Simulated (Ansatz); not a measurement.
## How Li(100) screens a field

Aim: image plane and induced charge of Li(100).

Program: Ansatz 0.2.0. Level of theory: plane-wave DFT, r2SCAN, Ansatz PAW, in the first sound run; inputs show where later runs differ. Results are calculated unless marked as measured.

Most raw output is cut from this account.

## 1. The structure

The cell holds 7 atoms: 7 Li. Its edges and angles: a = 3.490 Å, b = 3.490 Å, c = 28.470 Å, α = 90.0°, β = 90.0°, γ = 90.0°. Vacuum lies along c.

## 2. Atoms held, field 0

A sawtooth potential applies the field, turning back in the middle of the vacuum. With the dipole correction the typed value is the field outside the slab. The induced dipole is small, so the SCF threshold is tight.

The input, input.yaml:

```yaml
crystal:
  lattice:
    - [3.49, 0.0, 0.0]
    - [0.0, 3.49, 0.0]
    - [0.0, 0.0, 28.47]
  atoms:
    - { symbol: Li, position: [0.0, 0.0, 0.3161222339] }
    - { symbol: Li, position: [0.5, 0.5, 0.3774148226] }
    - { symbol: Li, position: [0.0, 0.0, 0.4387074113] }
    - { symbol: Li, position: [0.5, 0.5, 0.5] }
    - { symbol: Li, position: [0.0, 0.0, 0.5612925887] }
    - { symbol: Li, position: [0.5, 0.5, 0.6225851774] }
    - { symbol: Li, position: [0.0, 0.0, 0.6838777661] }
kpoints:
  mp_grid: { grid: [14, 14, 1] }
hamiltonian:
  xc: r2scan
scf:
  occupations: { method: fermi_dirac, width: 0.1 }
  convergence: { dr2_threshold: 1.0e-10 }
efield:
  axis: 3
  dipole_correction: true
  ramp_position: 0.97
  ramp_width: 0.06
  amplitude: 0
output:
  forces: true
  write_potential: true
  write_density: true
  volumetric_format: npy
```

Launch:

```bash
> ansatz run input.yaml --threads 2 --pin off --max-ram 3072MiB --backend cpu --events-out ev --progress --plain --runs-dir out
```

Wall time 14 s (2 threads of Intel Xeon Platinum 8559C (Emerald Rapids), shared host); peak memory 0.75 GiB.

This step gave:

- energy at zero smearing: -1435.2167 eV
- work function, upper face: 3.027 eV
- dipole along the normal: 1.11e-7 e·Å

Running mean over 1.745 Å of the planar mean; the ramp of the sawtooth is left out. Electron's electrostatic potential energy less the Fermi level against z:

z (Å), electron's electrostatic potential energy less the Fermi level (eV) and a bar from the least value:
```
        4       3.03 ##############################
        5       3.02 ##############################
        6       2.96 ##############################
        7       2.63 ###########################
        8       0.99 ##############
        9      -0.85 
       10      -0.76 #
       11      -0.65 ##
       12      -0.65 ##
       13      -0.65 ##
       14      -0.65 ##
       15      -0.65 ##
       16      -0.65 ##
       17      -0.65 ##
       18      -0.68 #
       19      -0.88 
       20      -0.27 #####
       21       2.16 #######################
       22       2.87 #############################
       23       3.00 ##############################
       24       3.02 ##############################
       25       3.03 ##############################
```

Force by atom:

| atom | x (eV/Å) | y (eV/Å) | z (eV/Å) | size |
| --- | --- | --- | --- | --- |
| Li1 | 0.0000 | 0.0000 | -0.0584 | 0.0584 |
| Li2 | 0.0000 | 0.0000 | 0.0898 | 0.0898 |
| Li3 | 0.0000 | 0.0000 | -0.0212 | 0.0212 |
| Li4 | 0.0000 | 0.0000 | 0.0000 | 0.0000 |
| Li5 | 0.0000 | 0.0000 | 0.0212 | 0.0212 |
| Li6 | 0.0000 | 0.0000 | -0.0898 | 0.0898 |
| Li7 | 0.0000 | 0.0000 | 0.0584 | 0.0584 |

The work function of the upper face is 3.03 eV.

## 3. Single point, field 0.03 V/Å

input.yaml: that of step 2 with these lines changed.

```diff
@@ -25,3 +25,3 @@
   ramp_width: 0.06
-  amplitude: 0
+  amplitude: 0.03
 output:
```

Wall time 14 s (2 threads); peak memory 0.75 GiB.

The dipole is 0.0295 e·Å.

## 4. Single point, field -0.03 V/Å

input.yaml: that of step 3 with these lines changed.

```diff
@@ -25,3 +25,3 @@
   ramp_width: 0.06
-  amplitude: 0.03
+  amplitude: -0.03
 output:
```

Wall time 14 s (2 threads); peak memory 0.76 GiB; 29 s of CPU time.

The dipole is -0.0295 e·Å.

## 5. Single point, field 0.1 V/Å

input.yaml: that of step 4 with these lines changed.

```diff
@@ -25,3 +25,3 @@
   ramp_width: 0.06
-  amplitude: -0.03
+  amplitude: 0.1
 output:
```

Wall time 16 s (2 threads); peak memory 0.75 GiB; 32 s of CPU time.

The dipole is 0.0983 e·Å.

## 6. Atoms held, field -0.1 V/Å

input.yaml: that of step 5 with these lines changed.

```diff
@@ -25,3 +25,3 @@
   ramp_width: 0.06
-  amplitude: 0.1
+  amplitude: -0.1
 output:
```

Elapsed: 16 s, on 2 threads; peak memory 0.75 GiB.

The dipole is -0.0983 e·Å.

## 7. Single point, field 0.15 V/Å

input.yaml: that of step 6 with these lines changed.

```diff
@@ -25,3 +25,3 @@
   ramp_width: 0.06
-  amplitude: -0.1
+  amplitude: 0.15
 output:
@@ -31 +31,2 @@
   volumetric_format: npy
+  elf: true
```

Run time: 16 s. Hardware: 2 threads; peak memory 0.75 GiB; 31 s of CPU time.

Running mean over 1.745 Å of the planar mean, with the applied field; the ramp of the sawtooth is left out. Table of electron's electrostatic potential energy less the Fermi level by z:

| z (Å) | electron's electrostatic potential energy less the Fermi level (eV) |
| --- | --- |
| 4 | 2.60 |
| 5 | 2.73 |
| 6 | 2.81 |
| 7 | 2.59 |
| 8 | 0.998 |
| 9 | -0.844 |
| 10 | -0.764 |
| 11 | -0.653 |
| 12 | -0.653 |
| 13 | -0.647 |
| 14 | -0.653 |
| 15 | -0.648 |
| 16 | -0.650 |
| 17 | -0.654 |
| 18 | -0.680 |
| 19 | -0.880 |
| 20 | -0.279 |
| 21 | 2.17 |
| 22 | 2.98 |
| 23 | 3.24 |
| 24 | 3.40 |
| 25 | 3.56 |

The dipole is 0.148 e·Å.

## 8. The response

This step: plane-wave DFT, r2SCAN, Ansatz PAW; screening of a field by a metal slab (Ansatz 0.2.0).

The dipoles give the slope, and the difference of two potentials shows where the field is screened.

This step gave:

```yaml
equivalent_conductor_thickness_p_eps_0ae: 14.61 Å
distance_between_the_outer_atoms: 10.47 Å
inner_field_over_outer_field: 0.004249
image_plane_upper_face: 2.118 Å
induced_electrons_on_the_upper_face_over_eps_0e: -0.9915
image_plane_lower_face: 2.118 Å
induced_electrons_on_the_lower_face_over_eps_0e: 0.9915
```

The dipole of the cell by applied field:

| applied field (V/Å) | dipole of the cell (e·Å) |
| --- | --- |
| -0.100 | -0.0983 |
| -0.030 | -0.0295 |
| 0.000 | 0 |
| 0.030 | 0.0295 |
| 0.100 | 0.0983 |
| 0.150 | 0.148 |

Local field over the applied field, running mean. From the potentials at -0.03 and 0.03 V/Å; running mean over 1.745 Å. Local field over applied field against z:

z (Å), local field over applied field and a bar from the least value:
```
      4.5      0.983 ##############################
      5.0      0.965 #############################
      5.5      0.927 ############################
      6.0      0.859 ###########################
      6.5      0.744 #######################
      7.0      0.575 ###################
      7.5      0.362 #############
      8.0      0.145 #######
      8.5     -0.018 ##
      9.0     -0.091 
      9.5     -0.079 
     10.0     -0.027 ##
     10.5      0.015 ###
     11.0      0.024 ###
     11.5      0.010 ###
     12.0     -0.006 ##
     12.5     -0.010 ##
     13.0     -0.005 ##
     13.5      0.002 ###
     14.0      0.006 ###
     14.5      0.006 ###
     15.0      0.001 ###
     15.5     -0.006 ##
     16.0     -0.010 ##
     16.5     -0.005 ##
     17.0      0.011 ###
     17.5      0.024 ###
     18.0      0.013 ###
     18.5     -0.030 ##
     19.0     -0.081 
     19.5     -0.090 
     20.0     -0.010 ##
     20.5      0.158 #######
     21.0      0.375 #############
     21.5      0.586 ###################
     22.0      0.753 ########################
     22.5      0.864 ###########################
     23.0      0.930 ############################
     23.5      0.966 #############################
     24.0      0.984 ##############################
```

Electrons, planar mean, per unit field. Table of induced electron density by z:

| z (Å) | induced electron density (e/Å³ per V/Å) |
| --- | --- |
| 5 | 2.3e-4 |
| 6 | 8.8e-4 |
| 7 | 0.00228 |
| 8 | 0.00268 |
| 9 | -5.0e-6 |
| 10 | -9.1e-4 |
| 11 | 2.5e-4 |
| 12 | 1.2e-4 |
| 13 | -1.3e-4 |
| 14 | -5.2e-6 |
| 15 | 6.9e-5 |
| 16 | 9.7e-5 |
| 17 | -3.6e-4 |
| 18 | 2.4e-4 |
| 19 | 9.0e-4 |
| 20 | -0.00162 |
| 21 | -0.00281 |
| 22 | -0.00147 |
| 23 | -4.5e-4 |
| 24 | -1.0e-4 |

By hand: between -0.03 and 0.03 V/Å the dipole changes by 0.05898 e·Å, a slope of 0.9830 e·Å²/V. A perfect conductor of thickness t has p = ε₀AEt, so t = 180.95 × 0.9830 / 12.180 = 14.60 Å (e/ε₀ = 180.95 V·Å, A in Å²). Less the 10.47 Å between the outer atoms, and halved, that puts each image plane 2.07 Å out.

The induced dipole is that of a conductor 14.61 Å thick.

## 9. Varying the input: hamiltonian.pseudopotentials = {"kind": "nc"}

This step: plane-wave DFT, r2SCAN, Ansatz PAW, but for the change named below (Ansatz 0.2.0).

A run with a changed input: it repeats the earlier run at 0.03 V/Å with hamiltonian.pseudopotentials to kind: nc.

input.yaml: that of step 7 with these lines changed.

```diff
@@ -17,2 +17,3 @@
   xc: r2scan
+  pseudopotentials: { kind: nc }
 scf:
@@ -25,3 +26,3 @@
   ramp_width: 0.06
-  amplitude: 0.15
+  amplitude: 0.03
 output:
@@ -31,2 +32 @@
   volumetric_format: npy
-  elf: true
```

Wall time 53 s (2 threads); peak memory 2.8 GiB.

Numbers from this step:

```yaml
energy_at_zero_smearing: -1400.5917 eV
dipole_along_the_normal: 0.02949 e·Å
```

Force by atom:

| atom | x (eV/Å) | y (eV/Å) | z (eV/Å) | size |
| --- | --- | --- | --- | --- |
| Li1 | 0.0000 | 0.0000 | -0.0579 | 0.0579 |
| Li2 | 0.0000 | 0.0000 | 0.0891 | 0.0891 |
| Li3 | 0.0000 | 0.0000 | -0.0214 | 0.0214 |
| Li4 | 0.0000 | 0.0000 | 0.0002 | 0.0002 |
| Li5 | 0.0000 | 0.0000 | 0.0213 | 0.0213 |
| Li6 | 0.0000 | 0.0000 | -0.0900 | 0.0900 |
| Li7 | 0.0000 | 0.0000 | 0.0586 | 0.0586 |

| quantity | this run | earlier run | difference |
| --- | --- | --- | --- |
| dipole along the normal (e·Å) | 0.02949 | 0.02949 | 1.5e-6 |

The dipole moves by under 0.5 % or 5e-5 e·Å. The run took 12 SCF cycles against 9.

## 10. The same run with other settings

This step: plane-wave DFT, r2SCAN, Ansatz PAW (Ansatz 0.2.0).

Another changed input: it repeats the earlier run at 0.03 V/Å with scf.algorithm to direct_min, kpoints.mp_grid.grid from [14, 14, 1] to [9, 9, 1] and accuracy to medium.

input.yaml: that of step 9 with these lines changed.

```diff
@@ -14,6 +14,5 @@
 kpoints:
-  mp_grid: { grid: [14, 14, 1] }
+  mp_grid: { grid: [9, 9, 1] }
 hamiltonian:
   xc: r2scan
-  pseudopotentials: { kind: nc }
 scf:
@@ -21,2 +20,3 @@
   convergence: { dr2_threshold: 1.0e-10 }
+  algorithm: direct_min
 efield:
@@ -32 +32,2 @@
   volumetric_format: npy
+accuracy: medium
```

The job ended after 32 s (2 threads; peak memory 0.61 GiB; 64 s of CPU time).

| quantity | this run | earlier run | difference |
| --- | --- | --- | --- |
| dipole along the normal (e·Å) | 0.02947 | 0.02949 | -1.7e-5 |

The dipole moves by under 0.5 % or 5e-5 e·Å. The run took 8 SCF cycles against 9.

The change did no harm here.

## 11. What came out

```yaml
work_function: 3.03 eV
image_plane_upper_face: 2.12 Å
induced_electrons_on_the_upper_face_over_eps_0e: -0.991
equivalent_conductor_thickness_p_eps_0ae: 14.6 Å
inner_field_over_outer_field: 0.00425
```

The induced charge has its centre 2.12 Å outside the outermost atoms; this is the plane from which a capacitor's gap or an image potential counts. The equivalent conductor thickness exceeds the distance between the outer atoms by 4.14 Å, about the sum of the two image-plane distances. In the middle of the slab the field is screened to under 0.5 % of its outer value. The atoms are held at bulk positions with the tabulated experimental lattice constant.

[Logs are printed without paths, hosts, clocks, repeated set-up lines and the standing remarks that a program may print on its own settings, such as how far it seeks lower states.]

[Hosts, paths, dates, database ids (printed as entryN), source tags and the programs' standing remarks are cut or masked in the printed files.]

[Maps of the electrostatic potential energy from Ansatz leave out the sawtooth potential of an applied field or a dipole correction, so their vacuum need not be flat; planar profiles and work functions include it.]
